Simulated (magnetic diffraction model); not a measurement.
## Solving a magnetic structure from powder neutron data: BaNi₂S₄

Space group Fd-3m (no. 227, origin choice 1), a = 10.6710 Å.

```csv
site,atom,x,y,z
8a,Ba,1/2,0,1/2
16d,Ni,1/8,5/8,1/8
32e,S,0.8564,0.1436,0.1436
```

The compound is invented for this exercise: a known structure type with other elements, its cell scaled to their sizes and not relaxed.

Only Ni is taken to order (form factors of Ni3+); orders and moment sizes are assumed, and not adapted to the symmetry. Radiation: neutrons of λ = 4.2 Å, 5° to 100°; isotropic B of 0.2 Å² (Ba), 0.31 Å² (Ni) and 0.39 Å² (S). The intensities are simulated: I ∝ L Σ (|F_N|² + |F_M⊥|²) for unpolarised neutrons, with F_M = 2.695 fm/μB × Σ f(s) S exp(2πi Q·r) exp(−B s²) at Q = H ± k (one set where k and −k are equivalent), only the part normal to Q counting and L = 1/(sin²θ cos θ). For collinear order S is the moment m, which repeats by lattice and centring translations R with the sign exp(−2πi k·R). Form factors are spin-only for 3d ions and dipole or tabulated for f ions, scattering lengths are Sears's of 1992, and absorption is left out. A label names one of the reflections at its angle. The strongest nuclear line in the range is 100, and lines under 0.2 are left out.

Above the ordering temperature:

```csv
2θ (°),index,I
39.86,(1 1 1),43.2
67.64,(2 2 0),11.7
81.49,(3 1 1),100.0
85.96,(2 2 2),18.7
```

Below it (cell unchanged):

```tsv
2θ (°)	I
22.70	4.5
32.32	1.1
39.86	43.2
57.64	1.2
67.64	11.7
72.37	1.6
76.97	0.4
81.49	100.0
85.96	18.7
94.84	0.8
```

**Question.** Check that the new lines index with k = (0 1 0), then choose among these models:
A. collinear moments along [100], 0.88 μB on Ni; signs + at (1/8, 5/8, 1/8), + at (1/8, 7/8, 3/8), + at (3/8, 5/8, 3/8), − at (3/8, 7/8, 1/8)
B. collinear moments along [001], 0.88 μB on Ni; signs + at (1/8, 5/8, 1/8), + at (1/8, 7/8, 3/8), + at (3/8, 5/8, 3/8), + at (3/8, 7/8, 1/8)
C. collinear moments along [100], 0.88 μB on Ni; signs + at (1/8, 5/8, 1/8), + at (1/8, 7/8, 3/8), + at (3/8, 5/8, 3/8), + at (3/8, 7/8, 1/8)
D. collinear moments along [001], 0.88 μB on Ni; signs + at (1/8, 5/8, 1/8), + at (1/8, 7/8, 3/8), + at (3/8, 5/8, 3/8), − at (3/8, 7/8, 1/8)

The new lines index as (0 1 0) at 22.70°, (1 0 1) at 32.32°, (1 2 1) at 57.64° and (2 1 2) at 72.37°, that is as H ± k with k = (0 1 0), one of 3 inequivalent arms of its star (k and −k counted as one), which a powder can't tell apart. The indices are whole but break the lattice centring, so the moments reverse under a centring translation, those with k·t a half-integer.

Magnetic intensity, observed (below minus above) and for each model:

| 2θ (°) | index | observed | A | B | C | D |
| --- | --- | --- | --- | --- | --- | --- |
| 22.70 | (0 1 0) | 4.5 | 2.3 | 4.5 | 4.5 | 2.3 |
| 32.32 | (1 0 -1) | 1.1 | 1.1 | 1.1 | 1.1 | 1.1 |
| 52.21 | (2 1 0) | <0.2 | 1.1 | <0.2 | <0.2 | 1.1 |
| 57.64 | (1 2 -1) | 1.2 | 1.2 | 1.2 | 1.2 | 1.2 |
| 72.37 | (2 1 2) | 1.6 | 0.8 | 1.6 | 1.6 | 0.8 |
| 90.40 | (2 3 0) | <0.2 | 0.6 | <0.2 | <0.2 | 0.6 |
| 94.84 | (3 2 1) | 0.8 | 0.8 | 0.8 | 0.8 | 0.8 |

Models B and C match alike on every line, so these data can't choose among them (such ties are often domains of one structure).

The structure used: k = (0 1 0), collinear moments along [001], 0.88 μB on Ni; signs + at (1/8, 5/8, 1/8), + at (1/8, 7/8, 3/8), + at (3/8, 5/8, 3/8), + at (3/8, 7/8, 1/8).

[Logs are printed without paths, hosts, clocks, repeated set-up lines and the standing remarks that a program may print on its own settings, such as how far it seeks lower states.]
